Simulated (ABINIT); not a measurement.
Computed results, one entry a study.

**InP (F-43m): one start, several treatments of the self-energy**

Symmetry: F-43m, No. 216, cubic system. Conventional cell: a = 5.861 Å, b = 5.861 Å, c = 5.861 Å, α = 90.00°, β = 90.00°, γ = 90.00°. Nearest to In lie 4 P at 2.54 Å. Nearest to P lie 4 In at 2.54 Å. Farther neighbours, and contacts between anions beyond the nearest, are not listed.

- method: RPA screening on PBE, plane waves, norm-conserving pseudopotentials (and 3 further levels or steps)
- program: ABINIT 10.8.3
- settings: cutoff 33 Ha, PseudoDojo scalar-relativistic 0.4 stringent, norm-conserving, potential set dojo-sr-pbe-0.4-stringent, ngkpt (4, 4, 4), nband 163, ecuteps 7 Ha, gwcalctyp 2, nfreqre 16, nfreqim 8, inclvkb 2, freqremax 40 eV, shiftk (0, 0, 0), symchi 1, awtr 1, frequency cd, 4×4×4 k-mesh
- cost: 9 runs, 12 min in all on 8 MPI ranks of Arm Neoverse V1, shared host
- notes: The database entry behind the starting cell differs from other determinations of this structure. The program’s warnings: Min real frequency set to default [Ha] =. The cell and positions come from the Crystallography Open Database and are kept as given unless a step says otherwise. Limits: mesh may overstate the screening; no spin-orbit coupling. The 4×4×4 mesh is coarse for this cell, which bears on the long-range parts of exchange and screening. For the PBE start: The RPA ε∞ on this mesh reaches over 25; with a narrow direct gap a coarse mesh can overstate it, and the correction is then too small.
- G0W0, Godby-Needs plasmon pole: 1.372 eV
- G0W0, Hybertsen-Louie plasmon pole: 1.462 eV
- G0W0, von der Linden-Horsch plasmon pole: 1.379 eV
- G0W0, Engel-Farid plasmon pole: 1.275 eV
- one-shot Hartree-Fock: 6.614 eV
- G0W0, contour deformation: 1.275 eV
- known limits: short of the basis limit; mesh may overstate the screening; no spin-orbit coupling; coarse k mesh

G0W0, Hybertsen-Louie plasmon pole: +0.090 eV against G0W0, Godby-Needs plasmon pole. G0W0, von der Linden-Horsch plasmon pole: +0.007 eV against G0W0, Godby-Needs plasmon pole.

[Paths, hosts, dates, memory and timing lines, banners, echoed tables and standing remarks are left out of the program output; an Ansatz launch command may be rebuilt from the run's recorded settings. Measured values are a selection of at most five: reports struck by readers or far from the other reports are left out. None is set beside runs whose start may be inverted or whose files or cutoffs have a known fault.]

[Runs of the session that timed out or met a known fault of the program may be left out.]

[Hosts, paths, dates, database ids (printed as entryN), source tags and the programs' standing remarks are cut or masked in the printed files.]

[G0W0 gaps are taken among the corrected bands and points alone; a level outside them can change the order at an edge.]

[Where Ansatz stands beside ABINIT at settings called matched, ABINIT's density can come from a denser mesh and the files from another edition; pairs whose starting gaps differed by over 0.03 eV were left out, so agreement reads better than it is.]
